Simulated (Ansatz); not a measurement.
# Optical response of CaCu2S2, part 2 of 2

Aim: the dielectric function of CaCu2S2, and the optical constants that follow from it.

Ansatz 0.2.0; DFT, PBE, plane-wave PAW, default files, scalar-relativistic, independent-particle optical response without local fields.

So far. Step 2 (Ground state and bands): There is a gap, 1.08 eV on the path, so no carriers' term is needed. The cell is left with a pressure of -0.7 GPa and forces up to 0.26 eV/Å, as it stands unrelaxed at this level.

**3. Spectrum**

The spectrum is a sum over vertical transitions between filled and empty bands at the fixed density, so many empty bands are needed.

This step: DFT, PBE, plane-wave PAW, default files, scalar-relativistic, independent-particle optical response without local fields (Ansatz 0.2.0).

Contents of input.yaml:

```yaml
crystal:
  lattice:
    - [3.9399999606, 0.0, 0.0]
    - [-1.9699999803, 3.4121400568, 0.0]
    - [0.0, 0.0, 6.523]
  atoms:
    - { symbol: Cu, position: [0.6666666667, 0.3333333333, 0.62351] }
    - { symbol: Cu, position: [0.3333333333, 0.6666666667, 0.37649] }
    - { symbol: Ca, position: [0.0, 0.0, 0.0] }
    - { symbol: S, position: [0.6666666667, 0.3333333333, 0.2537] }
    - { symbol: S, position: [0.3333333333, 0.6666666667, 0.7463] }
kpoints:
  mp_grid: { grid: [7, 7, 4] }
scf:
  occupations: { method: fixed }
hamiltonian:
  xc: pbe
  pseudopotentials: { kind: paw }
output:
  optics:
    e_range: [0, 20]
    de: 0.05
    sigma: 0.1
    nscf_kmesh: { grid: [6, 6, 4] }
    bands: { spectra_wanted_up_to: 20 }
```

Launch:

```bash
$ ansatz run input.yaml --threads 4 --pin off --max-ram 8192MiB --backend cpu --events-out ev --progress --plain --runs-dir out
```

Numbers of over 12 decimals in the logs are rounded to 6 here.

Output:

```text
[...]
Crystal: 5 atoms, lattice volume = 87.694 Å³
Basis set: ecut = 420 eV, 1761 PW (Γ)
Bands: 36, of which v1, the nominal top of the filled ones, is band 30 counted from 1 (29 counted from 0)
Symmetry: 12 space group operations
[...]
k-points: 28 of 196
[...]
SCF iter   1: F=—  HF=-16876.012486 eV  |F-HF|=—  |Δ(HF+E_count)|=         —  Δρ=1.43e-3  dr2=1.54e-3  ethr=1.77e-3  ⟨swp⟩=4.5  Hψ=3668  notcnv=0  defer=97
[...]
SCF iter  11: F=-16876.012622 eV  HF=-16876.012622 eV  |F-HF|=3.64e-12  |Δ(HF+E_count)|=  3.64e-12  Δρ=6.86e-8  dr2=3.49e-12  ethr=1.00e-12  ⟨swp⟩=8.8  Hψ=4291  notcnv=0
SCF 1 converged in 11 iterations: F = -16876.012622 eV  dr2 = 3.49e-12
[...]
NSCF: frozen V_eff on 24 k-points
output.optics: what the bands over the 77 summed would add to eps1, eps2 and the energy-loss function is held between a lower and an upper bound (9 Lanczos steps). eps1, eps2 and their loss function (loss_summed_bands) are given on every row as the summed bands alone make them. Along an axis, on a row where the two bounds hold the loss function to about 1 % of the greater of itself and 0.5 % of |1/eps|, its cell (loss_completed) is given, with the completed eps1 and eps2 that it is formed of (a cell that is left empty reads nan in the table and null in the record). The two bounds hold it so along every axis on all 401 rows up to 20.000 eV. [rest of the remark cut]
SCF converged after 11 iterations
Free energy (F): -16876.012622 eV
[...]
Internal energy: -16876.012622 eV  (E = F + TS)
E sigma→0 (E₀):  -16876.012622 eV
Fermi energy:    9.987047 eV
[...]
--- Band table (eV; the first three rows and the last of 28) ---
  k-point 0: bands = [... 26 lower, 9.3519, 9.8485, 9.9870, 9.9870, 11.0641, 12.2349, 12.7738, 13.2566, ... 2 higher]
  k-point 1: bands = [... 26 lower, 9.3786, 9.4834, 9.8559, 9.8559, 11.7656, 12.1903, 13.0660, 13.3242, ... 2 higher]
  k-point 2: bands = [... 26 lower, 9.4250, 9.4250, 9.7103, 9.7103, 11.9735, 12.3341, 13.3243, 13.3243, ... 2 higher]
  k-point 27: bands = [... 26 lower, 8.2784, 8.7596, 9.0047, 9.2359, 12.8451, 13.1689, 14.1317, 14.5232, ... 2 higher]
```

It took 82 s on 4 threads of Arm Neoverse V1, shared host; peak memory 1.2 GiB.

This step gave:

| Item | Value |
| --- | --- |
| electronic dielectric constant ε∞, mean over x, y and z (by symmetry where fewer were run) | 8.792 |
| absorption onset, first axis (α over 10⁴ cm⁻¹, or the direct gap if that lies higher) | 1.173 eV |
| main peak of Im epsilon, first axis | 3.562 eV |
| photocurrent from vertical transitions in a film 500 nm thick on a perfect mirror (two passes), AM1.5G, no front reflection, all carriers collected | 39.89 mA/cm² |
| least direct gap on the mesh | 1.077 eV |
| bands summed | 77 |
| spectra valid up to | 28.02 eV |
| program's estimate of the k-sum error in Im epsilon | 0.06 % |
| electrons in the f-sum | 25.77 |

The Im ε has structure finer than the step of the table below, so its rows give means over 0.5 eV, whole bins alone (the curve runs from 0 to 20 eV). Peaks (eV: height): E ∥ x or y 3.55: 10.3, 7.05: 9.13, 7.90: 7.37; E ∥ z 2.95: 14.9, 7.00: 10.6.

The Im ε by photon energy; means over each step:

| photon energy (eV) | E ∥ x or y | E ∥ z |
| --- | --- | --- |
| 0.5 | 0 | 0 |
| 1.0 | 0.192 | 0.0657 |
| 1.5 | 0.950 | 1.22 |
| 2.0 | 1.55 | 1.67 |
| 2.5 | 4.69 | 2.90 |
| 3.0 | 8.19 | 13.4 |
| 3.5 | 9.22 | 9.20 |
| 4.0 | 7.85 | 7.26 |
| 4.5 | 7.64 | 7.54 |
| 5.0 | 6.13 | 7.40 |
| 5.5 | 4.94 | 6.62 |
| 6.0 | 7.88 | 6.65 |
| 6.5 | 8.44 | 7.45 |
| 7.0 | 8.63 | 9.73 |
| 7.5 | 6.61 | 6.27 |
| 8.0 | 7.22 | 6.42 |
| 8.5 | 5.92 | 5.00 |
| 9.0 | 4.75 | 4.15 |
| 9.5 | 2.87 | 3.28 |
| 10.0 | 2.15 | 2.31 |
| 10.5 | 1.96 | 2.14 |
| 11.0 | 1.86 | 1.84 |
| 11.5 | 1.84 | 2.06 |
| 12.0 | 1.70 | 1.67 |
| 12.5 | 1.53 | 1.31 |
| 13.0 | 1.20 | 1.25 |
| 13.5 | 1.09 | 1.10 |
| 14.0 | 0.983 | 1.01 |
| 14.5 | 0.824 | 0.914 |
| 15.0 | 0.686 | 0.918 |
| 15.5 | 0.739 | 0.952 |
| 16.0 | 0.765 | 0.818 |
| 16.5 | 0.634 | 0.695 |
| 17.0 | 0.580 | 0.528 |
| 17.5 | 0.543 | 0.380 |
| 18.0 | 0.535 | 0.310 |
| 18.5 | 0.422 | 0.324 |
| 19.0 | 0.351 | 0.302 |
| 19.5 | 0.302 | 0.284 |

Re ε against photon energy:

| photon energy (eV) | E ∥ x or y | E ∥ z |
| --- | --- | --- |
| 0.0 | 8.67 | 9.03 |
| 0.5 | 8.83 | 9.19 |
| 1.0 | 9.56 | 9.85 |
| 1.5 | 10.0 | 10.7 |
| 2.0 | 11.0 | 11.1 |
| 2.5 | 13.6 | 14.2 |
| 3.0 | 9.07 | 10.2 |
| 3.5 | 7.95 | 3.77 |
| 4.0 | 5.06 | 5.33 |
| 4.5 | 4.71 | 4.57 |
| 5.0 | 2.82 | 4.33 |
| 5.5 | 4.01 | 2.67 |
| 6.0 | 4.74 | 3.12 |
| 6.5 | 2.63 | 3.26 |
| 7.0 | 1.06 | 0.935 |
| 7.5 | 0.305 | -1.54 |
| 8.0 | -0.810 | -1.02 |
| 8.5 | -1.94 | -2.45 |
| 9.0 | -3.06 | -1.87 |
| 9.5 | -2.82 | -2.69 |
| 10.0 | -1.65 | -1.71 |
| 10.5 | -1.28 | -1.16 |
| 11.0 | -0.911 | -0.920 |
| 11.5 | -0.805 | -0.732 |
| 12.0 | -0.727 | -1.05 |
| 12.5 | -1.04 | -0.814 |
| 13.0 | -0.630 | -0.622 |
| 13.5 | -0.539 | -0.416 |
| 14.0 | -0.423 | -0.363 |
| 14.5 | -0.398 | -0.283 |
| 15.0 | -0.141 | -0.0554 |
| 15.5 | 0.0219 | -0.169 |
| 16.0 | -0.0306 | -0.186 |
| 16.5 | 0.0121 | -0.174 |
| 17.0 | 0.0916 | -0.129 |
| 17.5 | 0.169 | 0.00957 |
| 18.0 | 0.173 | 0.164 |
| 18.5 | 0.188 | 0.296 |
| 19.0 | 0.300 | 0.352 |
| 19.5 | 0.370 | 0.419 |
| 20.0 | 0.459 | 0.502 |

The refractive index n and extinction k by photon energy:

| photon energy (eV) | n, E ∥ x or y | k, E ∥ x or y | n, E ∥ z | k, E ∥ z |
| --- | --- | --- | --- | --- |
| 0 | 2.94 | 0 | 3.01 | 0 |
| 1 | 3.09 | 0.00786 | 3.14 | 1.4e-4 |
| 2 | 3.33 | 0.224 | 3.34 | 0.252 |
| 3 | 3.28 | 1.29 | 3.75 | 1.97 |
| 4 | 2.68 | 1.46 | 2.70 | 1.39 |
| 5 | 2.17 | 1.37 | 2.55 | 1.48 |
| 6 | 2.66 | 1.52 | 2.29 | 1.46 |
| 7 | 2.26 | 2.01 | 2.40 | 2.20 |
| 8 | 1.81 | 2.02 | 1.64 | 1.93 |
| 9 | 1.16 | 2.10 | 1.21 | 1.82 |
| 10 | 0.716 | 1.47 | 0.739 | 1.50 |
| 11 | 0.754 | 1.22 | 0.742 | 1.21 |
| 12 | 0.737 | 1.13 | 0.659 | 1.22 |
| 13 | 0.608 | 1.00 | 0.633 | 1.01 |
| 14 | 0.570 | 0.865 | 0.584 | 0.839 |
| 15 | 0.523 | 0.644 | 0.652 | 0.693 |
| 16 | 0.609 | 0.634 | 0.566 | 0.711 |
| 17 | 0.583 | 0.499 | 0.446 | 0.573 |
| 18 | 0.610 | 0.446 | 0.504 | 0.300 |
| 19 | 0.616 | 0.283 | 0.637 | 0.233 |
| 20 | 0.706 | 0.200 | 0.735 | 0.197 |

The reflectivity at normal incidence has structure finer than the step of the table below, so its rows give means over 1 eV, whole bins alone (the curve runs from 0 to 20 eV). Peaks (eV: height): E ∥ x or y 3.5: 36.7, 7.2: 41.2, 9.5: 53.2, 12.6: 39.2; E ∥ z 2.9: 44.1, 7.2: 46.6, 8.6: 45.4, 9.6: 50.1, 11.9: 37.8, 16.9: 26.9.

The reflectivity at normal incidence by photon energy; means over each step:

| photon energy (eV) | E ∥ x or y (%) | E ∥ z (%) |
| --- | --- | --- |
| 1 | 26.0 | 27.0 |
| 2 | 29.7 | 29.9 |
| 3 | 34.7 | 40.2 |
| 4 | 32.3 | 30.8 |
| 5 | 28.0 | 31.0 |
| 6 | 30.5 | 29.2 |
| 7 | 37.2 | 39.6 |
| 8 | 39.1 | 39.6 |
| 9 | 48.1 | 42.8 |
| 10 | 45.2 | 42.8 |
| 11 | 34.3 | 33.5 |
| 12 | 32.2 | 35.7 |
| 13 | 33.8 | 31.2 |
| 14 | 29.8 | 26.7 |
| 15 | 23.8 | 20.9 |
| 16 | 18.2 | 23.3 |
| 17 | 15.4 | 25.2 |
| 18 | 12.6 | 14.8 |
| 19 | 9.05 | 7.01 |

Table of loss function −Im 1/ε at q → 0 by energy loss; read off at these points:

| energy loss (eV) | E ∥ x or y | E ∥ z |
| --- | --- | --- |
| 0.0 | 0 | 0 |
| 1.0 | 5.3e-4 | 8.9e-6 |
| 2.0 | 0.0120 | 0.0133 |
| 3.0 | 0.0550 | 0.0459 |
| 4.0 | 0.0900 | 0.0885 |
| 5.0 | 0.138 | 0.0998 |
| 6.0 | 0.0920 | 0.123 |
| 7.0 | 0.108 | 0.0940 |
| 8.0 | 0.135 | 0.154 |
| 9.0 | 0.147 | 0.192 |
| 10.0 | 0.294 | 0.282 |
| 11.0 | 0.437 | 0.440 |
| 12.0 | 0.505 | 0.436 |
| 13.0 | 0.648 | 0.632 |
| 14.0 | 0.856 | 0.897 |
| 15.0 | 1.42 | 1.10 |
| 15.2 | 1.43 | 1.01 |
| 16.0 | 1.29 | 1.18 |
| 17.0 | 1.68 | 1.84 |
| 17.8 | 1.63 | 2.84 |
| 18.0 | 1.67 | 2.55 |
| 18.4 | 1.99 | 1.81 |
| 19.0 | 1.65 | 1.40 |
| 20.0 | 0.972 | 0.863 |

At chosen wavelengths:

| wavelength (nm) | n xy | k xy | R (%) xy | 1/α xy | n z | k z | R (%) z | 1/α z |
| --- | --- | --- | --- | --- | --- | --- | --- | --- |
| 1550 | 3.02 | 0.000 | 25.3 | over 1 mm | 3.08 | 0.000 | 26.0 | over 1 mm |
| 633 | 3.31 | 0.216 | 28.9 | 233 nm | 3.33 | 0.250 | 29.2 | 201 nm |
| 532 | 3.58 | 0.363 | 32.1 | 117 nm | 3.55 | 0.256 | 31.6 | 165 nm |
| 405 | 3.22 | 1.249 | 33.5 | 26 nm | 3.53 | 2.016 | 42.6 | 16 nm |
| 365 | 3.28 | 1.354 | 34.9 | 21 nm | 2.75 | 1.873 | 37.4 | 16 nm |
| 308 | 2.68 | 1.471 | 31.7 | 17 nm | 2.69 | 1.419 | 31.1 | 17 nm |
| 248 | 2.17 | 1.369 | 27.2 | 14 nm | 2.55 | 1.475 | 31.0 | 13 nm |

Rows near the edge hang on the gap, which this functional as a rule makes too small, and phonon-assisted absorption is left out.

In reflection the computed colour is faintly blue: x = 0.294, y = 0.308, luminous reflectivity 31 %.

The f-sum over the summed bands holds 25.8 of the cell's 60 electrons outside the frozen cores, 28 of which lie in bands more than 12 eV below the Fermi level, whose transitions come at higher energies. Up to 20 eV the strength has a mean oscillator energy of 6.1 eV, well above the main peak, so higher transitions carry much of it.

**4. Static response with local fields**

A static field by perturbation theory: the induced potential is included, and the Born charges come with it.

This step: DFT, PBE, plane-wave PAW, default files, scalar-relativistic, static field response by perturbation theory with local fields (Ansatz 0.2.0).

Changes to input.yaml since step 3:

```diff
@@ -18,8 +18,2 @@
   pseudopotentials: { kind: paw }
-output:
-  optics:
-    e_range: [0, 20]
-    de: 0.05
-    sigma: 0.1
-    nscf_kmesh: { grid: [6, 6, 4] }
-    bands: { spectra_wanted_up_to: 20 }
+dielectric: {}
```

Output:

```text
[...]
Crystal: 5 atoms, lattice volume = 87.694 Å³
Basis set: ecut = 420 eV, 1761 PW (Γ), exchange–correlation on 54×54×90 points (8 copies of the dense FFT grid, shifted against one another)
Bands: 36, of which v1, the nominal top of the filled ones, is band 30 counted from 1 (29 counted from 0)
Symmetry: 12 space group operations
k-points: 60 of 196 (irreducible under 2 space group operations, time reversal used)
[...]
SCF iter   1: F=—  HF=-16876.012531 eV  |F-HF|=—  |Δ(HF+E_count)|=         —  Δρ=1.43e-3  dr2=1.51e-3  ethr=1.77e-3  ⟨swp⟩=4.5  Hψ=7861  notcnv=0  defer=212
[...]
SCF iter  10: F=-16876.012665 eV  HF=-16876.012665 eV  |F-HF|=3.64e-11  |Δ(HF+E_count)|=  5.82e-11  Δρ=2.66e-7  dr2=4.14e-11  ethr=1.00e-12  ⟨swp⟩=9.5  Hψ=8147  notcnv=0
SCF 1 converged in 10 iterations: F = -16876.012665 eV  dr2 = 4.14e-11
[...]
DFPT response loops at Γ: preconditioner auto → Resta (q_TF=auto, 2.561 Å⁻¹)  ε∞=7.5 (no band partly filled); β = 1.00, the filter's whole step (`scf.mixing.beta` (0.50) is not read by the response loops at its default; to damp them type it under 1.00, their step now; it binds the ground state too); Broyden in place of MSR1
── the response to a field inside a basis, on 10×10×6 k-points: an SCF that follows is theirs, and a resumed run solves both again ──
Bands: 31, of which v1, the nominal top of the filled ones, is band 30 counted from 1 (29 counted from 0)
k-points: 165 of 600 (irreducible under 4 space group operations)
[...]
Eigensolver: Dense (165 Hₖ)
SCF iter   1: F=—  HF=-16875.998746 eV  |F-HF|=—  |Δ(HF+E_count)|=         —  Δρ=1.94e-4  dr2=6.68e-6  ethr=1.00e-1
[...]
SCF iter   4: F=-16875.998756 eV  HF=-16875.998756 eV  |F-HF|=5.60e-8  |Δ(HF+E_count)|=   1.39e-6  Δρ=1.24e-5  dr2=9.95e-8  ethr=9.36e-9
SCF 1 converged in 4 iterations: F = -16875.998756 eV  dr2 = 9.95e-8
[...]
SCF converged after 10 iterations
Free energy (F): -16876.012665 eV
[...]
Internal energy: -16876.012665 eV  (E = F + TS)
E sigma→0 (E₀):  -16876.012665 eV
Fermi energy:    9.987045 eV
[...]
--- Band table (eV; the first three rows and the last of 60) ---
  k-point 0: bands = [... 26 lower, 9.3519, 9.8485, 9.9870, 9.9870, 11.0641, 12.2349, 12.7738, 13.2566, ... 2 higher]
  k-point 1: bands = [... 26 lower, 9.3786, 9.4834, 9.8559, 9.8559, 11.7656, 12.1903, 13.0660, 13.3242, ... 2 higher]
  k-point 2: bands = [... 26 lower, 9.4250, 9.4250, 9.7103, 9.7103, 11.9735, 12.3341, 13.3243, 13.3243, ... 2 higher]
  k-point 59: bands = [... 26 lower, 8.4573, 8.6860, 9.1250, 9.4799, 12.4617, 13.2107, 13.5607, 13.8516, ... 2 higher]
--- Dielectric response (ions clamped): 3 representative field directions + reference, inside a basis on a mesh of 600 k-points (Σ response iterations 21) ---
  ε∞ (high-frequency dielectric tensor):
        8.193597     0.000000     0.000000
        0.000000     8.193597     0.000000
        0.000000     0.000000     8.413221
  Born effective charges Z* (e; rows j = field, columns β = displacement):
    site 0:
         0.96561    0.00000    0.00000
        -0.00000    0.96561   -0.00000
        -0.00000   -0.00000    0.66990
    site 1:
         0.96561   -0.00000    0.00000
        -0.00000    0.96561   -0.00000
         0.00000   -0.00000    0.66990
    site 2:
         2.45685   -0.00000    0.00000
        -0.00000    2.45685   -0.00000
         0.00000    0.00000    3.19817
    site 3:
        -2.19403   -0.00000    0.00000
         0.00000   -2.19403    0.00000
        -0.00000    0.00000   -2.26898
    site 4:
        -2.19403    0.00000    0.00000
         0.00000   -2.19403   -0.00000
        -0.00000    0.00000   -2.26898
  Z* charge neutrality: 3.249e-3 e pre-enforcement
  solved inside a basis spanned on kpoints, on 10×10×6 k-points, its susceptibility summed on 14×14×8: ε∞ is read to err by 3.0e-2, Z* by 2.4e-2 e (field_mesh: kpoints solves on kpoints); Z* is corrected for what the basis lacks
```

It took 88 s on 4 threads; peak memory 1.6 GiB; 5.7 min of CPU time.

Read-outs, printed or worked out from the files:

- electronic dielectric constant ε∞, mean over x, y and z (by symmetry where fewer were run): 8.267

ε∞ with local fields:

```
8.19 0.00 0.00
0.00 8.19 0.00
0.00 0.00 8.41
```

Diagonal elements. Born, by row:

| atom | Z*xx (e) | Z*yy (e) | Z*zz (e) |
| --- | --- | --- | --- |
| Cu1 | 0.966 | 0.966 | 0.67 |
| Cu2 | 0.966 | 0.966 | 0.67 |
| Ca3 | 2.457 | 2.457 | 3.198 |
| S4 | -2.194 | -2.194 | -2.269 |
| S5 | -2.194 | -2.194 | -2.269 |

Mean Born charges are Cu +0.87, Ca +2.70 and S -2.22, against formal valences of +1, +2 and -2. That of Ca exceeds its valence by 35 %, the mark of charge moving along hybridised bonds as the atoms shift.

**5. Summary of results**

```json
{
  "gap on the path": "1.08 eV",
  "least direct gap on the path": "1.08 eV",
  "electronic dielectric constant ε∞, mean over x, y and z (by symmetry where fewer were run) (independent particles)": "8.79",
  "absorption onset, first axis (α over 10⁴ cm⁻¹, or the direct gap if that lies higher)": "1.17 eV",
  "main peak of Im epsilon, first axis": "3.56 eV",
  "photocurrent from vertical transitions in a film 500 nm thick on a perfect mirror (two passes), AM1.5G, no front reflection, all carriers collected": "39.9 mA/cm²",
  "electronic dielectric constant ε∞, mean over x, y and z (by symmetry where fewer were run) (static response with local fields)": "8.27"
}
```

At this level (PBE, independent particles) CaCu2S2 has a mean ε∞ = 8.79 (8.27 with local fields) and n = 3.02 at 1550 nm (E ∥ x); absorption sets in near 1.2 eV, and Im ε peaks at 3.6 eV (E ∥ x). The gap on the path is direct, 1.08 eV. The absorption coefficient passes 10⁴ cm⁻¹ at 1.17 eV, in the infrared, so it absorbs across the visible. Distinct maxima of Im ε, read by a parabola through the highest points, lie at 2.91 eV (8.9), 3.56 eV (10), 6.51 eV (8.7) and 7.03 eV (9.1) for E ∥ x or y. The static values by axis are 8.67 (xy), 9.03 (z). The f-sum over the summed bands holds 25.8 of the cell's 60 electrons outside the frozen cores, 28 of which lie in bands more than 12 eV below the Fermi level, whose transitions come at higher energies. Up to 20 eV the strength has a mean oscillator energy of 6.1 eV, well above the main peak, so higher transitions carry much of it. In reflection the computed colour is faintly blue: x = 0.294, y = 0.308, luminous reflectivity 31 %. With local fields and the functional's kernel the static response is 8.27 against 8.79 for independent particles (-6 %). In the base spectrum excitons and phonon-assisted transitions are missing, and so are local fields; PBE gaps are as a rule too small, which pulls the onset down and ε∞ up. In the base run ε includes the program's bounded estimate of what the bands above those summed add.

[Logs are printed without paths, hosts, clocks, repeated set-up lines and the standing remarks that a program may print on its own settings, such as how far it seeks lower states.]

[Hosts, paths, dates, database ids (printed as entryN), source tags and the programs' standing remarks are cut or masked in the printed files.]
